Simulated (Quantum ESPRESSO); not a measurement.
Consider GdO (F-43m).

```
Gd O
1.0
     0.00000    2.70000    2.70000
     2.70000    0.00000    2.70000
     2.70000    2.70000    0.00000
Gd O
1 1
Direct
  0.00000 0.00000 0.00000
  0.75000 0.75000 0.75000
```

Absorber: atom 2, with 4 Gd at 2.34 Å (tetrahedral, site symmetry -43m). Method: Quantum ESPRESSO XSpectra, LDA, excited-electron core hole (neutral cell), 8-atom cell with 5.4 Å between holes, 6×6×6 k points, dipole transitions, Lorentzian half width 0.3 eV up to 4 eV, rising linearly to 2.5 eV at 25 eV, without spin-orbit coupling.

Question: Where do the maxima of the O K edge fall?

Main maxima up to 24 eV above the zero (height): 0.8 eV (2.14), 4.7 eV (3.14), 10.4 eV (0.93) and 23.4 eV (0.78). A K edge sees empty p states on the absorber. The total-energy difference is 534.74 eV. One term is added: -8.83 eV, since the hole is spin-paired here and a spin-polarised one costs that much less in the free atom (computed apart). The photon energy is then 525.91 eV. The functional leaves an error in such absolute values: in the free atom LDA prices this hole 4.1 eV below PBE (computed apart), and PBE is itself good to a few eV.

The O K spectrum (energy from the energy zero of the input (xe0, at the border of filled and empty states); intensity scaled to a mean of 1 over the first 20 eV; the points at xe0, where the cut of filled states can leave a spike, are interpolated):

```
E (eV)  intensity
  -2.0       0.07
  -1.0       0.17
   0.0       1.18
   1.0       1.80
   2.0       0.67
   3.0       0.89
   4.0       1.43
   5.0       2.28
   6.0       0.73
   7.0       0.63
   8.0       0.91
   9.0       0.87
  10.0       0.92
  11.0       0.90
  12.0       0.88
  13.0       0.91
  14.0       0.87
  15.0       0.82
  16.0       0.83
  17.0       0.82
  18.0       0.79
  19.0       0.74
  20.0       0.72
  21.0       0.73
  22.0       0.76
  23.0       0.78
  24.0       0.78
  25.0       0.76
  26.0       0.74
  27.0       0.72
  28.0       0.70
  29.0       0.67
  30.0       0.66
  31.0       0.67
  32.0       0.68
```

The run has no spin polarisation, although Gd can carry a moment. Lanthanide 4f electrons are frozen in the core. The unit cell's mesh shows no gap over 0.35 eV. That is right for a metallic compound; for a small-gap or correlated insulator it would be the fault of the functional or of the assumed magnetic order, and the hole would be screened too well. The holes are only 5.4 Å apart, so the shape is probably not converged with cell size; no larger cell was run here. Lifetime broadening is put in by hand, and intensities beyond about 20 eV depend on it and on the partial waves; weight that the partial waves miss at high energy is lost. The structure is a published determination, not relaxed.

[Banner, clock and machine lines of the logs are left out without a mark of their own.]

[Logs are printed without paths, hosts, clocks, repeated set-up lines and the standing remarks that a program may print on its own settings, such as how far it seeks lower states.]

[Hosts, paths, dates, database ids (printed as entryN), source tags and the programs' standing remarks are cut or masked in the printed files.]

[Lists of maxima count a maximum above −3 eV only where it reaches 4 % of the highest in the window and stands out from its surroundings by 2 % of it (1.5 % where it reaches 55 %); shoulders and weaker maxima are passed over, and of the rest the first, up to two pre-edge ones and the few strongest are named.]
